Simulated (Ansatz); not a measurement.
# Cu2Ge2Ru, from a guessed structure to a relaxed one

Starting from a made-up structure for Cu2Ge2Ru, the aim is the relaxed cell, its shortest contacts and, where a second run follows, its electronic structure.

Main program and level: Ansatz 0.2.0; DFT, PBEsol, plane-wave PAW, files of the set soft_1, scalar-relativistic, ferromagnetic start, cell and ions relaxed at zero pressure; PAW set soft_1.

**1. The structure**

The structure is trigonal, space group P-3m1 (No. 164). Conventional cell: a = 4.126 Å, b = 4.126 Å, c = 5.110 Å, α = 90.00°, β = 90.00°, γ = 120.00°. Nearest to Ru lie 6 Cu at 2.61 Å and 6 Ge at 2.81 Å. Ge has 5 Cu at 2.42 to 2.56 Å and 3 Ru at 2.81 Å nearest. Nearest to Cu lie 5 Ge at 2.42 to 2.56 Å and 3 Ru at 2.61 Å. Farther neighbours are not listed.

Structure file:

```cif
data_structure
_symmetry_space_group_name_H-M 'P 1'
_symmetry_Int_Tables_number 1
_cell_length_a 4.1260
_cell_length_b 4.1260
_cell_length_c 5.1100
_cell_angle_alpha 90.000
_cell_angle_beta 90.000
_cell_angle_gamma 120.000
_cell_volume 75.34
loop_
_atom_site_label
_atom_site_type_symbol
_atom_site_fract_x
_atom_site_fract_y
_atom_site_fract_z
_atom_site_occupancy
Ru1 Ru 0.00000 0.00000 0.50000 1
Ge2 Ge 0.66667 0.33333 0.79190 1
Ge3 Ge 0.33333 0.66667 0.20810 1
Cu4 Cu 0.66667 0.33333 0.29310 1
Cu5 Cu 0.33333 0.66667 0.70690 1
```

**2. Relaxation of the guess**

The guess takes its coordinates from another compound and its volume from a rule, so the cell and any free coordinates are relaxed together.

input.yaml reads:

```yaml
crystal:
  lattice:
    - [4.126, 0.0, 0.0]
    - [-2.063, 3.573220816, 0.0]
    - [0.0, 0.0, 5.11]
  atoms:
    - { symbol: Ru, position: [0.0, 0.0, 0.5], spin: 1.0 }
    - { symbol: Ge, position: [0.666666667, 0.333333333, 0.7919] }
    - { symbol: Ge, position: [0.333333333, 0.666666667, 0.2081] }
    - { symbol: Cu, position: [0.666666667, 0.333333333, 0.2931], spin: 0.6 }
    - { symbol: Cu, position: [0.333333333, 0.666666667, 0.7069], spin: 0.6 }
magnetization:
  spin_polarized: true
kpoints:
  mp_grid: { grid: [8, 8, 5] }
scf:
  occupations: { method: fermi_dirac, width: 0.05 }
hamiltonian:
  xc: pbesol
  pseudopotentials: { kind: paw, azcp: { folder: soft_1 }, xc_functional: pbe }
relax:
  f_tol: 0.015
  max_steps: 70
  cell: {}
output:
  forces: true
  stress: true
```

On the command line:

```console
ansatz run input.yaml --threads 4 --pin off --max-ram 8192MiB --backend cpu --events-out ev --progress --plain --runs-dir out
```

Numbers of over 12 decimals in the logs are rounded to 6 here.

What it wrote:

```text
Engine: ansatz 0.2.0, aarch64-unknown-linux-gnu
Pseudopotentials: kind: paw
Pseudopotential: Ru, paw, valence charge 16, recommended cutoff 420 eV (normal), soft_1/Ru.paw.azcp
Pseudopotential: Ge, paw, valence charge 14, recommended cutoff 420 eV (normal), soft_1/Ge.paw.azcp
Pseudopotential: Cu, paw, valence charge 19, recommended cutoff 420 eV (normal), soft_1/Cu.paw.azcp
Functional definition: PBEsol
  exchange = pbesol_x
  correlation = pbesol_c
Crystal: 5 atoms, lattice volume = 75.337 Å³
Basis set: ecut = 420 eV, 1445 PW (Γ), exchange–correlation on 60×60×72 points (8 copies of the dense FFT grid, shifted against one another)
Bands: 51, of which v1, the nominal top of the filled ones, is band 41 counted from 1 (40 counted from 0)
Symmetry: 12 space group operations
Space group: P-3m1 (ITA 164), of the structure as read, at distance tolerance 4.2e-5 Å
Magnetic group: BNS 164.85 (UNI 1315), of the structure as read, at distance tolerance 4.2e-5 Å
k-points: 40 of 320
Non-local potential: Ru, projectors of the file, l = 0: 3, l = 1: 2, l = 2: 2, l = 3: 1
Non-local potential: Ge, projectors of the file, l = 0: 2, l = 1: 2, l = 2: 3, l = 3: 1
Non-local potential: Cu, projectors of the file, l = 0: 3, l = 1: 2, l = 2: 3, l = 3: 1
PAW form: soft (Blöchl's): semilocal exchange-correlation on the pseudo side does not see the compensation charge
PAW frozen core: Ru, regenerated for the run's functional, and the local potential with it (the file was generated under x = pbe(κ = 0.804, μ = 0.219515), c = pbe(β = 0.066725))
PAW frozen core: Ge, regenerated for the run's functional, and the local potential with it (the file was generated under x = pbe(κ = 0.804, μ = 0.219515), c = pbe(β = 0.066725))
PAW frozen core: Cu, regenerated for the run's functional, and the local potential with it (the file was generated under x = pbe(κ = 0.804, μ = 0.219515), c = pbe(β = 0.066725))
PAW one-centre angular grid: Ru, 590 points (default); XC on 64 Gauss nodes
PAW one-centre angular grid: Ge, 590 points (default); XC on 64 Gauss nodes
PAW one-centre angular grid: Cu, 590 points (default); XC on 64 Gauss nodes
Initial density: superposition of atomic densities (chi_scale 0.1, normalization cell)
Starting moments: Σ|m| = 2.2 μB on 3 of 5 sites
Initial wavefunctions: pseudopotential atomic-orbital guess
Functional: x = pbesol(κ = 0.804, μ = 0.123457), c = pbesol(β = 0.046)
SCF iter   1: F=—  HF=-27504.456505 eV  |F-HF|=—  |Δ(HF+E_count)|=         —  Δρ=1.37e-1 (↑1.37e-1 ↓1.34e-1)  dr2=3.71e1  dr2_m=8.18e-2  M=0.886 μB ∫|m|=0.913 μB  β_m=0.30  ethr=3.10e-3  ⟨swp⟩=6.2  Hψ=13987  notcnv=0  defer=4
Mixer restart at iter 1: flushing history
preconditioner: auto → Kerker (q_TF=auto, 2.767 Å⁻¹)  [metal: Δε(μ)=0.015 eV  Ē_g=15.532 eV  σ=0.050 eV  W_gap=0.08  n_scr=22 (ndim 8)  ℏωp=32.6 eV  f_vac=0.019  D(μ)=3.60/eV (n_scr^D=22)]
spin=Collinear: Kerker preconditioning applied to the charge; magnetization (m = ρ↑ − ρ↓) channel mixes plain (no charge-response kernel on spin).
SCF iter   2: F=—  HF=-27501.320713 eV  |F-HF|=—  |Δ(HF+E_count)|=    3.14e0  Δρ=3.50e-2 (↑3.29e-2 ↓3.50e-2)  dr2=1.70e0  dr2_m=4.86e-2  M=0.860 μB ∫|m|=0.883 μB  β_m=0.28  ethr=3.10e-3  ⟨swp⟩=3.8  Hψ=10150  notcnv=0  defer=224
SCF iter   3: F=—  HF=-27500.409127 eV  |F-HF|=—  |Δ(HF+E_count)|=   9.12e-1  Δρ=2.06e-2 (↑2.06e-2 ↓1.92e-2)  dr2=9.93e-1  dr2_m=3.02e-2  M=0.805 μB ∫|m|=0.832 μB  β_m=0.41  ethr=2.07e-3  ⟨swp⟩=2.0  Hψ=8319  notcnv=0  defer=241
SCF iter   4: F=—  HF=-27500.135515 eV  |F-HF|=—  |Δ(HF+E_count)|=   2.74e-1  Δρ=1.01e-2 (↑9.84e-3 ↓1.01e-2)  dr2=2.74e-1  dr2_m=1.15e-2  M=0.652 μB ∫|m|=0.696 μB  β_m=0.70  ethr=1.21e-3  ⟨swp⟩=2.0  Hψ=5787  notcnv=0  defer=241
SCF iter   5: F=—  HF=-27500.191180 eV  |F-HF|=—  |Δ(HF+E_count)|=         —  Δρ=1.13e-2 (↑1.12e-2 ↓1.13e-2)  dr2=1.15e-1  dr2_m=4.61e-2  M=0.193 μB ∫|m|=0.234 μB  β_m=0.70  ethr=3.35e-4  ⟨swp⟩=2.0  Hψ=6332  notcnv=0  defer=238
Mixer restart at iter 5: flushing history
SCF iter   6: F=—  HF=-27500.201062 eV  |F-HF|=—  |Δ(HF+E_count)|=   9.88e-3  Δρ=7.69e-3 (↑7.69e-3 ↓7.36e-3)  dr2=6.29e-2  dr2_m=1.43e-2  M=0.104 μB ∫|m|=0.131 μB  β_m=0.71  ethr=1.40e-4  ⟨swp⟩=2.0  Hψ=7971  notcnv=0  defer=245
SCF iter   7: F=—  HF=-27500.211116 eV  |F-HF|=—  |Δ(HF+E_count)|=   1.01e-2  Δρ=1.05e-2 (↑1.00e-2 ↓1.05e-2)  dr2=1.85e-1  dr2_m=4.59e-3  M=0.076 μB ∫|m|=0.093 μB  β_m=0.56  ethr=7.68e-5  ⟨swp⟩=2.0  Hψ=8150  notcnv=0  defer=244
SCF iter   8: F=—  HF=-27500.175277 eV  |F-HF|=—  |Δ(HF+E_count)|=   3.58e-2  Δρ=9.99e-4 (↑9.99e-4 ↓8.11e-4)  dr2=1.04e-3  dr2_m=4.51e-4  M=0.025 μB ∫|m|=0.033 μB  β_m=0.78  ethr=7.68e-5  ⟨swp⟩=2.0  Hψ=7746  notcnv=0  defer=249
SCF iter   9: F=—  HF=-27500.175942 eV  |F-HF|=—  |Δ(HF+E_count)|=   6.65e-4  Δρ=6.79e-4 (↑5.82e-4 ↓6.79e-4)  dr2=7.15e-4  dr2_m=1.05e-4  M=0.010 μB ∫|m|=0.012 μB  β_m=0.81  ethr=1.27e-6  ⟨swp⟩=2.0  Hψ=6111  notcnv=0  defer=249
SCF iter  10: F=—  HF=-27500.175858 eV  |F-HF|=—  |Δ(HF+E_count)|=   8.43e-5  Δρ=1.69e-4 (↑1.29e-4 ↓1.69e-4)  dr2=5.21e-5  dr2_m=2.72e-6  M=0.002 μB ∫|m|=0.002 μB  β_m=0.79  ethr=8.72e-7  ⟨swp⟩=2.5  Hψ=6101  notcnv=0  defer=249
SCF iter  11: F=—  HF=-27500.175919 eV  |F-HF|=—  |Δ(HF+E_count)|=   6.14e-5  Δρ=6.63e-5 (↑5.89e-5 ↓6.63e-5)  dr2=2.46e-5  dr2_m=1.26e-7  M=0.000 μB ∫|m|=0.000 μB  β_m=0.89  ethr=6.36e-8  ⟨swp⟩=2.0  Hψ=6353  notcnv=0  defer=249
SCF iter  12: F=—  HF=-27500.175920 eV  |F-HF|=—  |Δ(HF+E_count)|=   4.00e-7  Δρ=3.87e-5 (↑3.87e-5 ↓3.35e-5)  dr2=6.38e-6  dr2_m=1.67e-7  M=-0.000 μB ∫|m|=0.001 μB  β_m=0.77  ethr=3.01e-8  ⟨swp⟩=2.0  Hψ=6180  notcnv=0  defer=249
SCF iter  13: F=—  HF=-27500.175918 eV  |F-HF|=—  |Δ(HF+E_count)|=   1.99e-6  Δρ=1.93e-5 (↑1.93e-5 ↓1.91e-5)  dr2=2.37e-7  dr2_m=2.13e-7  M=-0.001 μB ∫|m|=0.001 μB  β_m=0.89  ethr=7.78e-9  ⟨swp⟩=2.0  Hψ=6312  notcnv=0  defer=249
SCF iter  14: F=—  HF=-27500.175918 eV  |F-HF|=—  |Δ(HF+E_count)|=   1.25e-7  Δρ=4.22e-6 (↑4.22e-6 ↓4.20e-6)  dr2=4.16e-8  dr2_m=4.79e-9  M=-0.000 μB ∫|m|=0.000 μB  β_m=0.94  ethr=2.89e-10  ⟨swp⟩=2.0  Hψ=6567  notcnv=0  defer=249
SCF iter  15: F=—  HF=-27500.175918 eV  |F-HF|=—  |Δ(HF+E_count)|=   1.08e-8  Δρ=1.54e-6 (↑1.54e-6 ↓1.18e-6)  dr2=3.60e-9  dr2_m=1.76e-10  M=0.000 μB ∫|m|=0.000 μB  β_m=0.95  ethr=5.07e-11  ⟨swp⟩=2.0  Hψ=6631  notcnv=0  defer=249
SCF iter  16: F=-27500.175918 eV  HF=-27500.175918 eV  |F-HF|=1.28e-9  |Δ(HF+E_count)|=   1.40e-9  Δρ=6.59e-7 (↑6.59e-7 ↓5.19e-7)  dr2=1.67e-9  dr2_m=1.07e-11  M=0.000 μB ∫|m|=0.000 μB  ethr=4.39e-12  ⟨swp⟩=1.0  Hψ=11038  notcnv=0
[...]
Basis set: ecut = 420 eV, 1421 PW (Γ), exchange–correlation on 54×54×72 points (8 copies of the dense FFT grid, shifted against one another)
Initial wavefunctions: pseudopotential atomic-orbital guess (no wavefunctions were taken with the density)
iter 1 solved again at ethr=8.75e-8 eV; its pass at ethr=3.10e-3 eV (dr2=7.18e-5 eV) is discarded
SCF iter   1: F=—  HF=-27500.543101 eV  |F-HF|=—  |Δ(HF+E_count)|=         —  Δρ=2.87e-4 (↑2.87e-4 ↓2.87e-4)  dr2=7.13e-6  dr2_m=4.46e-12  M=0.000 μB ∫|m|=0.000 μB  β_m=0.65  ethr=8.75e-8  ⟨swp⟩=3.9  Hψ=24566  notcnv=0
spin=Collinear: Kerker preconditioning applied to the charge; magnetization (m = ρ↑ − ρ↓) channel mixes plain (no charge-response kernel on spin).
SCF iter   2: F=—  HF=-27500.543347 eV  |F-HF|=—  |Δ(HF+E_count)|=   2.46e-4  Δρ=1.35e-4 (↑1.35e-4 ↓1.35e-4)  dr2=1.44e-5  dr2_m=1.96e-12  M=0.000 μB ∫|m|=0.000 μB  β_m=0.57  ethr=8.69e-9  ⟨swp⟩=2.0  Hψ=7118  notcnv=0
SCF iter   3: F=—  HF=-27500.543376 eV  |F-HF|=—  |Δ(HF+E_count)|=   2.86e-5  Δρ=8.46e-5 (↑8.46e-5 ↓8.46e-5)  dr2=7.53e-6  dr2_m=1.14e-12  M=0.000 μB ∫|m|=0.000 μB  β_m=0.46  ethr=8.69e-9  ⟨swp⟩=2.0  Hψ=7360  notcnv=0
SCF iter   4: F=—  HF=-27500.543381 eV  |F-HF|=—  |Δ(HF+E_count)|=   5.72e-6  Δρ=9.08e-6 (↑9.08e-6 ↓9.06e-6)  dr2=1.00e-7  dr2_m=4.64e-13  M=0.000 μB ∫|m|=0.000 μB  β_m=0.55  ethr=8.69e-9  ⟨swp⟩=2.0  Hψ=7085  notcnv=0
SCF iter   5: F=—  HF=-27500.543382 eV  |F-HF|=—  |Δ(HF+E_count)|=   2.65e-7  Δρ=7.09e-6 (↑7.09e-6 ↓7.08e-6)  dr2=6.47e-8  dr2_m=2.62e-13  M=0.000 μB ∫|m|=0.000 μB  β_m=0.77  ethr=1.22e-10  ⟨swp⟩=2.0  Hψ=6646  notcnv=0
SCF iter   6: F=—  HF=-27500.543382 eV  |F-HF|=—  |Δ(HF+E_count)|=   1.77e-7  Δρ=4.80e-6 (↑4.80e-6 ↓4.79e-6)  dr2=5.89e-8  dr2_m=7.36e-14  M=0.000 μB ∫|m|=0.000 μB  β_m=0.89  ethr=7.89e-11  ⟨swp⟩=2.0  Hψ=6642  notcnv=0
SCF iter   7: F=—  HF=-27500.543382 eV  |F-HF|=—  |Δ(HF+E_count)|=   6.66e-8  Δρ=1.49e-6 (↑1.49e-6 ↓1.48e-6)  dr2=1.81e-8  dr2_m=1.95e-14  M=0.000 μB ∫|m|=0.000 μB  β_m=0.94  ethr=7.19e-11  ⟨swp⟩=2.0  Hψ=6626  notcnv=0
SCF iter   8: F=—  HF=-27500.543382 eV  |F-HF|=—  |Δ(HF+E_count)|=   5.60e-9  Δρ=8.08e-7 (↑8.08e-7 ↓8.04e-7)  dr2=2.71e-9  dr2_m=1.02e-14  M=0.000 μB ∫|m|=0.000 μB  β_m=0.92  ethr=2.20e-11  ⟨swp⟩=2.0  Hψ=6346  notcnv=0
SCF iter   9: F=—  HF=-27500.543406 eV  |F-HF|=—  |Δ(HF+E_count)|=   2.47e-5  Δρ=7.65e-7 (↑7.64e-7 ↓7.65e-7)  dr2=2.15e-9  dr2_m=6.50e-16  M=0.000 μB ∫|m|=0.000 μB  β_m=0.96  ethr=3.31e-12  ⟨swp⟩=3.0  Hψ=8348  notcnv=0
SCF iter  10: F=—  HF=-27500.543406 eV  |F-HF|=—  |Δ(HF+E_count)|=   2.04e-9  Δρ=4.42e-7 (↑4.41e-7 ↓4.42e-7)  dr2=9.02e-10  dr2_m=7.90e-16  M=0.000 μB ∫|m|=0.000 μB  β_m=0.98  ethr=2.62e-12  ⟨swp⟩=2.0  Hψ=5286  notcnv=0
SCF iter  11: F=—  HF=-27500.543406 eV  |F-HF|=—  |Δ(HF+E_count)|=  8.40e-10  Δρ=1.70e-7 (↑1.70e-7 ↓1.70e-7)  dr2=5.60e-11  dr2_m=1.09e-16  M=0.000 μB ∫|m|=0.000 μB  β_m=0.99  ethr=1.10e-12  ⟨swp⟩=2.1  Hψ=7140  notcnv=0
SCF iter  12: F=—  HF=-27500.543406 eV  |F-HF|=—  |Δ(HF+E_count)|=  5.46e-11  Δρ=9.01e-8 (↑9.00e-8 ↓9.01e-8)  dr2=1.76e-11  dr2_m=9.19e-18  M=0.000 μB ∫|m|=0.000 μB  β_m=0.80  ethr=1.00e-12  ⟨swp⟩=1.6  Hψ=4140  notcnv=0
SCF iter  13: F=—  HF=-27500.543406 eV  |F-HF|=—  |Δ(HF+E_count)|=  7.28e-12  Δρ=7.27e-8 (↑7.26e-8 ↓7.27e-8)  dr2=1.48e-11  dr2_m=1.24e-18  M=0.000 μB ∫|m|=0.000 μB  β_m=0.67  ethr=1.00e-12  ⟨swp⟩=1.0  Hψ=4080  notcnv=0
SCF iter  14: F=-27500.543406 eV  HF=-27500.543406 eV  |F-HF|=7.28e-12  |Δ(HF+E_count)|=  7.28e-12  Δρ=1.97e-8 (↑1.96e-8 ↓1.97e-8)  dr2=2.16e-12  dr2_m=8.90e-19  M=-0.000 μB ∫|m|=0.000 μB  ethr=1.00e-12  ⟨swp⟩=2.5  Hψ=10727  notcnv=0
the starting moments were not kept: the SCF closed with an absolute magnetisation of 4.3e-9 μB, where they sum to 2.2 μB in size (3 sites). That is at most 0.1 of that sum. Measured as dr2_m measures the in/out step, that magnetisation stands 5.3e-18 eV from none, at or under the dr2_threshold of 5.0e-11 eV: it is no larger than a step whose dr2_m would equal this threshold.
SCF 10 converged in 14 iterations: F = -27500.543406 eV  dr2 = 2.16e-12
relax step  10: F+E_penalty+E_count = -27500.54340649 eV  Δ(F+E_penalty+E_count) = +1.395e-3 eV  max|allowed force component| = 3.812e-4 eV/Å  Δτ_max = 0.0000 Å  P = +0.007 GPa  Ω = 72.978 Å³  stress off target by 1.79e-2 GPa  SCF on the basis re-selected at this cell (its energy is not comparable with the rows above)  (14 SCF iters)
basis re-selected at this cell: Δ(F+E_penalty+E_count) = +1.395e-3 eV, ΔP = +0.009 GPa vs the last step (what re-selecting the basis moved, of the pressure what is left beyond the Pulay correction that the steps carried, after the strain that the cell walked since its last selection, with what the two solves' SCF thresholds leave and, on support functions, any second-order correction that the steps lacked; it is no measure of the basis error at this ecutwfc). The dense FFT grid was sized anew with the basis: this SCF ran on 27×27×36 points, the steps before it on 30×30×36, so part of this shift can come from that change (see relax.cell in the input reference). [rest of the remark cut]
SCF converged after 14 iterations
Magnetization: -0.0000 μB (41.0000 up, 41.0000 down)
Absolute magnetization: 0.0000 μB (∫|ρ↑−ρ↓|, with the PAW one-centre terms)
Spin contamination: 0.0000 ħ² per cell (⟨S²⟩ above its minimum at these occupations)
Per-site moments (μB) at R_I (Å): [(-2.8080731658147917e-9, 1.072130), (-6.530252940315157e-11, 0.967424), (-6.530243619941862e-11, 0.967424), (-2.235120877291142e-10, 0.967424), (-2.2351214665438441e-10, 0.967424)]
Free energy (F): -27500.543406 eV
Harris-Foulkes:  -27500.543406 eV  (|F-HF|=7.28e-12)
Internal energy: -27500.512586 eV  (E = F + TS)
E sigma→0 (E₀):  -27500.527996 eV
Entropy (-TS):   -0.030821 eV (-6.164 meV/atom)
Fermi energy:    15.015330 eV
--- Per-component energies (eV) ---
  E_band       = -1099.924913
  E_kinetic    = 1175.131401
  E_local      = -15426.649590  (includes V_loc(G=0)·N_el)
  E_nonlocal   = 2640.003934
  E_hartree    = 6694.458674
  E_xc         = -450.207777
  E_vxc        = -525.064635  (∫ρ·V_xc dr)
  E_paw        = -10944.190577  (= ΣΔE_a)
  E_vpaw       = -2352.266020  (= ΣTr[D̂ρ^β])
  E_aug_tail   = 0.002597  (compensation charges beyond the density's cutoff)
  E_ewald      = -11191.562824
  E_core_change = 2.501578  (= ΣΔE_core)
  E_smearing   = -0.030821  (= −TS)
  E_closure    = -0.000000  (closes the sum)
  Σ components = -27500.543406   (vs F -27500.543406, Δ=0.00e0)
--- Forces (eV/Å), atoms counted from 1 ---
  atom   1  Ru     0.00000000     0.00000000     0.00000000
  atom   2  Ge    -0.00000000    -0.00000000     0.00038115
  atom   3  Ge     0.00000000     0.00000000    -0.00038115
  atom   4  Cu     0.00000000    -0.00000000     0.00007941
  atom   5  Cu     0.00000000     0.00000000    -0.00007941
  max |Σ_I F_I| component: 1.36e-19 eV/Å
--- Stress (GPa, compression-positive) ---
        0.002160      -0.000000      -0.000000
        0.000000       0.002160       0.000000
       -0.000000       0.000000       0.017864
  P = ⅓ Tr σ = 0.0074 GPa (0.074 kbar)
--- Relaxed structure (9 steps of the walk, 9 accepted, 1 SCFs on fresh bases) ---
  F+E_penalty+E_count = -27500.54340649 eV   max|allowed force component| = 3.812e-4 eV/Å   (the final SCF, on the basis selected at the relaxed cell)
  cell:  # Å, volume = 72.9778 Å³
    - [4.014471, 0, -1.7310426604351897e-18]
    - [-2.007236, 3.476634, 8.655213302175905e-19]
    - [-2.143874938158508e-18, 0, 5.228817]
  atoms:
    - { symbol: Ru, position: [0, 0, 0.500000] }
    - { symbol: Ge, position: [0.666667, 0.333333, 0.724938] }
    - { symbol: Ge, position: [0.333333, 0.666667, 0.275062] }
    - { symbol: Cu, position: [0.666667, 0.333333, 0.206560] }
    - { symbol: Cu, position: [0.333333, 0.666667, 0.793440] }
```

Elapsed: 66 s, on 4 threads of Arm Neoverse V1, shared host; peak memory 0.6 GiB.

Relaxation path:

| step | energy less that of the first step (eV) | largest force component (eV/Å) | pressure (GPa) | volume (Å³) |
| --- | --- | --- | --- | --- |
| 1 | 0.0000 | 0.4571 | -4.18 | 75.34 |
| 2 | -0.1216 | 0.4347 | -1.42 | 73.93 |
| 3 | -0.3055 | 0.2554 | 1.29 | 73.21 |
| 4 | -0.3619 | 0.0811 | 0.31 | 73.00 |
| 5 | -0.3671 | 0.0262 | -0.53 | 73.28 |
| 6 | -0.3686 | 0.0063 | -0.14 | 73.04 |
| 7 | -0.3689 | 0.0137 | 0.07 | 72.96 |
| 8 | -0.3689 | 0.0079 | -0.04 | 73.00 |
| 9 | -0.3689 | 0.0002 | 0.00 | 72.98 |
| 10* | -0.3675 | 0.0004 | 0.01 | 72.98 |

Relaxation steps marked * repeat the geometry before them on a plane-wave basis chosen anew for their cell, so energy and pressure can jump there.

The run keeps the 12 symmetry operations that it works with, so distortions that break them were not tested.

```csv
"conventional cell, symmetrised",before,after,change
a (Å),4.126,4.014,-2.7 %
b (Å),4.126,4.014,-2.7 %
c (Å),5.110,5.229,+2.3 %
volume (Å³/atom),15.07,14.60,-3.1 %
```

The atoms that moved most (Å, as changes of fractional coordinates times the final cell):

| atom | dx | dy | dz | length |
| --- | --- | --- | --- | --- |
| Cu4 | 0.000 | 0.000 | -0.453 | 0.453 |
| Cu5 | 0.000 | 0.000 | 0.453 | 0.453 |
| Ge2 | 0.000 | 0.000 | -0.350 | 0.350 |
| Ge3 | 0.000 | 0.000 | 0.350 | 0.350 |

Final coordinates:

```
Ru Ge Cu
1.0
     4.01447    0.00000    0.00000
    -2.00724    3.47663    0.00000
     0.00000    0.00000    5.22882
Ru Ge Cu
1 2 2
Direct
  0.00000 0.00000 0.50000
  0.66667 0.33333 0.72494
  0.33333 0.66667 0.27506
  0.66667 0.33333 0.20656
  0.33333 0.66667 0.79344
```

This step gave:

- free energy: -27500.5434 eV
- energy at zero smearing: -27500.5280 eV
- smearing term TS: 0.03082 eV
- Fermi energy: 15.02 eV
- electrons: 82
- symmetry operations: 12
- pressure: 0.007395 GPa

Shortest distances by pair of elements, guess and relaxed (not always the same contact):

| pair | guess (Å) | relaxed (Å) |
| --- | --- | --- |
| Cu–Ge | 2.421 | 2.345 |
| Ge–Ru | 2.811 | 2.599 |
| Cu–Ru | 2.606 | 2.780 |
| Cu–Cu | 3.185 | 3.168 |
| Ge–Ge | 3.193 | 3.302 |

The relaxation ends with a largest force component of 3.8e-4 eV/Å and a pressure of 0.01 GPa. The starting moments have collapsed: the run ends non-magnetic.

**3. What came out**

| Item | Value |
| --- | --- |
| space group, relaxed | P-3m1 |
| conventional cell | a = 4.014, b = 4.014, c = 5.229 Å; α = 90.0°, β = 90.0°, γ = 120.0° |
| volume per atom | 14.60 Å³ (guess 15.07) |
| total moment | 0.00 μB in the cell of 5 atoms |

**Reading.** Cu2Ge2Ru relaxes to P-3m1 with a = 4.014, b = 4.014 and c = 5.229 Å. The guessed volume was 3 % too large. The space group P-3m1 was held in the relaxation, so the end point is a stationary structure within it and may be a saddle against distortions or other arrangements. The moments died out from this one start and weren't seeded again at the relaxed cell. Mesh and cutoff weren't tested. No dispersion term is used, so weakly bound directions may come out too long. Nothing here tests whether the compound is stable against decomposition.

[Logs are printed without paths, hosts, clocks, repeated set-up lines and the standing remarks that a program may print on its own settings, such as how far it seeks lower states.]

[Hosts, paths, dates, database ids (printed as entryN), source tags and the programs' standing remarks are cut or masked in the printed files.]
